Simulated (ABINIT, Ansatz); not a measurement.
# BiSb (Pm-3m): phonons by linear response, part 3 of 3

Aim: the phonon dispersion of BiSb (Pm-3m), checked by a second program.

ABINIT 10.8.3; DFT LDA, scalar-relativistic, plane waves, HGH norm-conserving pseudopotentials.

So far, highest frequency (cm⁻¹): step 6 (dispersion) 92.4.

The structure was built from a prototype and need not be the compound's stable phase.

## 8. The same in Ansatz

The same cell goes through another code, with its own cutoff. The potentials differ.

This step: DFT LDA, scalar-relativistic, plane waves, PseudoDojo norm-conserving pseudopotentials (Ansatz 0.2.0).

Input file input.yaml:

```yaml
crystal:
  lattice:
    - [3.8094447334, 0.0, 0.0]
    - [0.0, 3.8094447334, 0.0]
    - [0.0, 0.0, 3.8094447334]
  atoms:
    - { symbol: Bi, position: [0.0, 0.0, 0.0] }
    - { symbol: Sb, position: [0.5, 0.5, 0.5] }
kpoints:
  mp_grid: { grid: [10, 10, 10] }
hamiltonian:
  xc: lda
  pseudopotentials: { kind: nc, accuracy: standard }
scf:
  occupations: { method: gaussian, width: 0.27211 }
output:
  eigenvalues: true
phonons:
  method: dfpt
  qmesh: [2, 2, 2]
  temperatures: { t_max: 1000, t_step: 50 }
  qpath:
    path:
      - [[0.0, 0.0, 0.0], [0.0, 0.5, 0.0], [0.5, 0.5, 0.0], [0.0, 0.0, 0.0], [0.5, 0.5, 0.5], [0.0, 0.5, 0.0]]
      - [[0.5, 0.5, 0.5], [0.5, 0.5, 0.0]]
    npoints: 10
```

Command:

```sh
$ ansatz run input.yaml --threads 4 --pin off --max-ram 8192MiB --backend cpu --events-out ev --progress --plain --runs-dir out
```

Output:

```text
Engine: ansatz 0.2.0, x86_64-unknown-linux-gnu
Pseudopotentials: kind: nc
Pseudopotential: Bi, nc, valence charge 15, recommended cutoff 952.398519 eV (normal), Bi.nc.azcp (PseudoDojo's, or run here from an input of PseudoDojo's; its table is named by hamiltonian.pseudopotentials.accuracy)
Pseudopotential: Sb, nc, valence charge 15, recommended cutoff 1142.878222 eV (normal), Sb.nc.azcp (PseudoDojo's, or run here from an input of PseudoDojo's; its table is named by hamiltonian.pseudopotentials.accuracy)
Functional definition: SPW92
  exchange = slater_x
  correlation = pw_c
Crystal: 2 atoms, lattice volume = 55.282 Å³
Basis set: ecut = 1142.878222 eV, 4945 PW (Γ), exchange–correlation on 90×90×90 points (8 copies of the dense FFT grid, shifted against one another)
Bands: 19, of which v1, the nominal top of the filled ones, is band 15 counted from 1 (14 counted from 0)
Symmetry: 48 space group operations
k-points: 56 of 1000
Non-local potential: Bi, projectors of the file, l = 0: 2, l = 1: 2, l = 2: 2, l = 3: 2
Non-local potential: Sb, projectors of the file, l = 0: 2, l = 1: 2, l = 2: 2
Initial density: superposition of atomic densities (chi_scale 0.1, normalization cell, long waves kept (reshape's long-wave potential 0.00 eV rms))
Initial wavefunctions: pseudopotential atomic-orbital guess
Functional: x = slater, c = lda
SCF iter   1: F=—  HF=-4690.424413 eV  |F-HF|=—  |Δ(HF+E_count)|=         —  Δρ=9.89e-3  dr2=7.83e-2  ethr=3.10e-3  ⟨swp⟩=5.5  Hψ=4913  notcnv=0
preconditioner: auto → Kerker (q_TF=auto, 2.464 Å⁻¹)  [metal: Δε(μ)=0.064 eV  Ē_g=9.131 eV  σ=0.272 eV  W_gap=0.13  n_scr=18 (ndim 8)  ℏωp=15.8 eV  f_vac=0.000  D(μ)=1.37/eV (n_scr^D=6)]
SCF iter   2: F=—  HF=-4690.411989 eV  |F-HF|=—  |Δ(HF+E_count)|=   1.24e-2  Δρ=6.28e-3  dr2=3.04e-2  ethr=2.61e-4  ⟨swp⟩=1.4  Hψ=1550  notcnv=0
SCF iter   3: F=—  HF=-4690.402884 eV  |F-HF|=—  |Δ(HF+E_count)|=   9.11e-3  Δρ=1.05e-3  dr2=3.05e-4  ethr=1.01e-4  ⟨swp⟩=3.0  Hψ=1955  notcnv=0
SCF iter   4: F=—  HF=-4690.402833 eV  |F-HF|=—  |Δ(HF+E_count)|=   5.16e-5  Δρ=4.03e-4  dr2=2.88e-5  ethr=1.02e-6  ⟨swp⟩=2.0  Hψ=1919  notcnv=0
SCF iter   5: F=—  HF=-4690.402827 eV  |F-HF|=—  |Δ(HF+E_count)|=   5.96e-6  Δρ=8.34e-5  dr2=2.32e-6  ethr=9.60e-8  ⟨swp⟩=2.5  Hψ=1895  notcnv=0
SCF iter   6: F=—  HF=-4690.402747 eV  |F-HF|=—  |Δ(HF+E_count)|=   7.99e-5  Δρ=1.22e-5  dr2=6.30e-8  ethr=7.75e-9  ⟨swp⟩=2.0  Hψ=1913  notcnv=0
SCF iter   7: F=—  HF=-4690.402747 eV  |F-HF|=—  |Δ(HF+E_count)|=   4.91e-9  Δρ=2.96e-6  dr2=4.05e-9  ethr=2.10e-10  ⟨swp⟩=2.9  Hψ=1800  notcnv=0
SCF iter   8: F=—  HF=-4690.402747 eV  |F-HF|=—  |Δ(HF+E_count)|=  3.22e-10  Δρ=5.45e-7  dr2=7.39e-11  ethr=1.35e-11  ⟨swp⟩=2.3  Hψ=1547  notcnv=0
SCF iter   9: F=-4690.402747 eV  HF=-4690.402747 eV  |F-HF|=9.09e-13  |Δ(HF+E_count)|=  2.36e-11  Δρ=8.66e-8  dr2=1.36e-12  ethr=1.00e-12  ⟨swp⟩=12.0  Hψ=8381  notcnv=0
SCF 1 converged in 9 iterations: F = -4690.402747 eV  dr2 = 1.36e-12
Initial density: read from a saved state, or passed on in memory by an earlier SCF of this step, an earlier step, the calling program or the single point that the run made first
iter 1 solved again at ethr=1.31e-8 eV; its pass at ethr=3.10e-3 eV (dr2=3.94e-6 eV) is discarded
SCF iter   1: F=—  HF=-4690.402822 eV  |F-HF|=—  |Δ(HF+E_count)|=         —  Δρ=3.76e-7  dr2=5.47e-11  ethr=1.31e-8  ⟨swp⟩=6.5  Hψ=10673  notcnv=0
eigensolver tolerance schedule: the retry pair's looser diagonalisation over-reported the residual by 72013.48 of it (diagonalisation noise at 0.44 of the residual, at the tolerance the schedule requests for it); recorded, not acted on — ethr = c·dr2/N_el stays at c = 1.0e-1
preconditioner: auto → Kerker (q_TF=auto, 2.464 Å⁻¹)  [metal: Δε(μ)=0.022 eV  Ē_g=9.145 eV  σ=0.272 eV  W_gap=0.05  n_scr=18 (ndim 8)  ℏωp=15.8 eV  f_vac=0.000  D(μ)=1.38/eV (n_scr^D=6)]
SCF iter   2: F=—  HF=-4690.402747 eV  |F-HF|=—  |Δ(HF+E_count)|=   7.55e-5  Δρ=1.54e-7  dr2=5.63e-12  ethr=1.00e-12  ⟨swp⟩=7.0  Hψ=7659  notcnv=0
SCF iter   3: F=-4690.402747 eV  HF=-4690.402747 eV  |F-HF|=1.82e-12  |Δ(HF+E_count)|=  3.64e-12  Δρ=9.96e-8  dr2=2.65e-12  ethr=1.00e-12  ⟨swp⟩=1.2  Hψ=2414  notcnv=0
SCF 2 converged in 3 iterations: F = -4690.402747 eV  dr2 = 2.65e-12
phonons: the bands overlap, so this run is a metal and interpolates without the dipole-dipole term. If the crystal is really an insulator or semiconductor, its LO-TO splitting is missing
NSCF: frozen V_eff on 56 k-points
WARN: eigensolver did not converge in 34 slots of this pass, the one above among them; of largest residual over every band (k=53): 1 band(s) unlocked (lowest unlocked band 18, counted from 0; max residual 6.24e-2 eV among the unlocked bands, 6.24e-2 eV over every band); of lowest unlocked band (k=5): band 18
NSCF: frozen V_eff on 126 k-points
DFPT response loops at q = (0, 0, 0) (fractional): preconditioner auto → Kerker (q_TF=auto, 2.464 Å⁻¹) (partly filled bands, converged f_vac=0.000); β = 1.00, the filter's whole step (`scf.mixing.beta` (0.50) is not read by the response loops under this deck's `scf.mixing.preconditioner`; to damp them name `kerker` or `kerker_dos`, under which they read `scf.mixing.beta`, and type it under 1.00, their step now; both keys bind the ground state too); Broyden in place of MSR1
NSCF: frozen V_eff on 432 k-points
DFPT response loops at q = (0, 0, -0.5) (fractional): mixed as the last ones told, above
NSCF: frozen V_eff on 432 k-points
DFPT response loops at q = (0, -0.5, -0.5) (fractional): mixed as the last ones told, above
NSCF: frozen V_eff on 252 k-points
DFPT response loops at q = (-0.5, -0.5, -0.5) (fractional): mixed as the last ones told, above
SCF converged after 9 iterations
Free energy (F): -4690.402747 eV
Harris-Foulkes:  -4690.402747 eV  (|F-HF|=9.09e-13)
Internal energy: -4690.351730 eV  (E = F + TS)
E sigma→0 (E₀):  -4690.377238 eV
Entropy (-TS):   -0.051017 eV (-25.508 meV/atom)
Fermi energy:    12.474681 eV
--- Per-component energies (eV) ---
  E_band       = -201.246204
  E_kinetic    = 2509.428078
  E_local      = -2915.665823  (includes V_loc(G=0)·N_el)
  E_nonlocal   = -932.654694
  E_hartree    = 928.065359
  E_xc         = -1184.368554
  E_vxc        = -718.484528  (∫ρ·V_xc dr)
  E_ewald      = -3095.156095
  E_smearing   = -0.051017  (= −TS)
  E_closure    = -0.000000  (closes the sum)
  Σ components = -4690.402747   (vs F -4690.402747, Δ=0.00e0)
--- Band table (eV; the first three rows and the last of 56) ---
  k-point 0: bands = [... 11 lower, 5.5966, 10.4761, 10.4761, 10.4761, 15.8110, 15.8110, 18.0390, 18.0390]
  k-point 1: bands = [... 11 lower, 5.3355, 10.3724, 10.5948, 10.5948, 15.8936, 16.4560, 17.3758, 17.6915]
  k-point 2: bands = [... 11 lower, 4.6187, 10.3247, 10.9476, 10.9476, 15.9670, 16.1412, 16.7844, 16.7844]
  k-point 55: bands = [... 11 lower, 4.4444, 9.7629, 9.7629, 9.7629, 9.8650, 9.8650, 9.8650, 28.3190]
--- Phonons (Γ-DFPT): 2 representative perturbations + reference (Σ response iterations 4) ---
  ASR residual: 2.094e-4 → 0.000e0 eV/Å²; symmetrization residual: 2.344e-7 eV/Å²
  ASR residual per site (eV/Å²): 1.79e-4 2.09e-4
  Γ frequencies (cm⁻¹): 0.00 0.00 0.00 44.69 44.69 44.69
--- Phonons (arbitrary-q DFPT): 4 irreducible q on the 2×2×2 mesh ---
  q = [0.0000, 0.0000, 0.0000] (star 1, of the zone-centre solve; hermiticity 8.30e-7, symmetrization 2.18e-13): -0.00 0.00 0.00 44.69 44.69 44.69
  q = [0.0000, 0.0000, -0.5000] (star 3, 4 solved perturbations in 684 linear systems a pass and spin channel, the states on 216 of 1000 k-point pairs; hermiticity 5.57e-13, symmetrization 2.28e-12, the responses' own estimated error 3.8e-4 eV/Å²): 36.64 36.64 49.87 49.87 71.78 92.24
  q = [0.0000, -0.5000, -0.5000] (star 3, 4 solved perturbations in 684 linear systems a pass and spin channel, the states on 216 of 1000 k-point pairs; hermiticity 5.59e-5, symmetrization 1.13e-11, the responses' own estimated error 3.4e-4 eV/Å²): -44.04 -36.28 24.57 24.57 70.96 70.96
  q = [-0.5000, -0.5000, -0.5000] (star 1, 2 solved perturbations on 126 of 1000 k-point pairs; hermiticity 2.21e-12, symmetrization 8.54e-12, the responses' own estimated error 3.4e-4 eV/Å²): 71.92 71.92 71.92 92.39 92.39 92.39
  sum rule: each row above includes the acoustic sum rule's correction from the zone centre's row sums; it moved no ω² by more than (0.68 cm⁻¹)²
  mesh force constants: q→R imaginary residual 2.36e-17; ASR residual 2.094e-4 → 0.000e0 eV/Å²; symmetrization residual 1.554e-15 eV/Å²
  interpolated dispersion: 62 rows × 6 modes
  density of states and harmonic sums: on the 16×16×16 q-mesh, interpolated from the force constants of a 2×2×2 supercell (no non-analytic term)
  largest difference from the sums on the solved wave vectors: F 2.46e-1 eV, S 3.21e-4 and C_V 7.69e-5 eV/K
  zero-point energy: 0.018156 eV/cell   skipped modes (ω ≤ 0): 50, of them read as no rigid motion or as one in doubt: 47 (2.505e-1 modes/cell left out, lowest -44.04 cm⁻¹)   left out of the sums: 4.19e-2 of the cell's modes: C_V's classical limit lies that fraction below 3 k_B per atom; for a crystal, a wire or a layer, F and S can be off by more, and a phonons.interpolated_qmesh denser along its periods is the remedy for the sampling
```

Elapsed: 72 s, on 4 threads of Intel Xeon 6975P-C (Granite Rapids), shared host; peak memory 2 GiB.

Read from the output:

```
sum-rule residual before enforcement                               : 2.09e-4 eV/Å²
lowest frequency on the path                                       : -44.04 cm⁻¹
share of modes beyond 3i cm⁻¹ on the dense interpolated mesh       : 0.0385
highest optical zone-centre mode (no LO-TO term)                   : 44.69 cm⁻¹
lowest optical zone-centre mode                                    : 44.69 cm⁻¹
lowest mode on the q mesh (acoustic ones at the zone centre apart) : -44.04 cm⁻¹
```

## 9. Side by side: ABINIT HGH and Ansatz, PseudoDojo

Worked out from the results:

| Property | Result |
| --- | --- |
| root-mean-square difference | 3.72 cm⁻¹ |
| largest difference | 7.75 cm⁻¹ |
| root-mean-square difference on the path | 3.9 cm⁻¹ |
| largest difference on the path | 28.1 cm⁻¹ |

The 12 of 21 modes that differ most. Frequencies side by side:

| q (reciprocal lattice) | mode | ABINIT HGH (cm⁻¹) | Ansatz, PseudoDojo (cm⁻¹) |
| --- | --- | --- | --- |
| 0 0 0 | 4 | 36.94 | 44.69 |
| 0 0 0 | 5 | 36.94 | 44.69 |
| 0 0 0 | 6 | 36.94 | 44.69 |
| 0.5 0 0 | 1 | 34.87 | 36.64 |
| 0.5 0 0 | 2 | 34.87 | 36.64 |
| 0.5 0 0 | 3 | 47.99 | 49.87 |
| 0.5 0 0 | 4 | 47.99 | 49.87 |
| 0.5 0.5 0 | 1 | -49.39 | -44.04 |
| 0.5 0.5 0 | 2 | -40.38 | -36.28 |
| 0.5 0.5 0 | 3 | 25.57 | 24.57 |
| 0.5 0.5 0 | 5 | 66.09 | 70.96 |
| 0.5 0.5 0 | 6 | 66.09 | 70.96 |

At the solved wavevectors the largest difference (acoustic modes at Γ apart) is 8 % of the highest mode (on the interpolated path 30 %), but 21 % of the mode at 37 cm⁻¹ on which it sits.

## 10. What came out

```json
{
  "space group after relaxation": "Pm-3m",
  "volume per atom": "27.6 Å³",
  "highest optical zone-centre mode (no LO-TO term)": "36.9 cm⁻¹",
  "q mesh": "2×2×2",
  "lowest mode on the q mesh (acoustic ones at the zone centre apart)": "-49.4 cm⁻¹",
  "imaginary modes on the q mesh": "yes",
  "largest difference from Ansatz, PseudoDojo": "7.75 cm⁻¹"
}
```

What this shows: BiSb (Pm-3m) is unstable: a mode solved on the 2×2×2 mesh is imaginary, 49i cm⁻¹; its spectrum reaches 92 cm⁻¹. At the LDA level the optical modes of BiSb (Pm-3m) at the zone centre lie at 37 cm⁻¹. On other potentials, and in a cell that was not relaxed for them, the second run differs strongly on some modes. The most unstable solved mode lies at q = (0.5, 0.5, 0), on the zone boundary, so the distortion that it points to doubles the cell. ABINIT HGH and Ansatz, PseudoDojo differ by 3.7 cm⁻¹ in the root mean square and by 7.8 cm⁻¹ at most, 8.4 % of the highest mode compared (acoustic modes at Γ left out; ABINIT's values are those before the sum rule); the two use different potentials, and the cell was not relaxed for the second set. Their interpolated bands part by up to 28 cm⁻¹. These are harmonic frequencies at zero temperature: anharmonic shifts and linewidths and thermal expansion are left out. Spin-orbit coupling is left out, which can matter for the heavy elements here. The HGH files keep few electrons and have no core correction, which is cheap but rough for Bi and Sb. In a metal the frequencies hang on the k mesh and the smearing, most of all near Kohn anomalies. The q mesh stands for a supercell only 7.6 Å across, so branches between the solved wavevectors are rough. The structure is a hypothetical one, built on a prototype.

[Host names and launcher messages were left out of these logs when they were recorded.]

[Logs are printed without paths, hosts, clocks, repeated set-up lines and the standing remarks that a program may print on its own settings, such as how far it seeks lower states.]

[Hosts, paths, dates, database ids (printed as entryN), source tags and the programs' standing remarks are cut or masked in the printed files.]
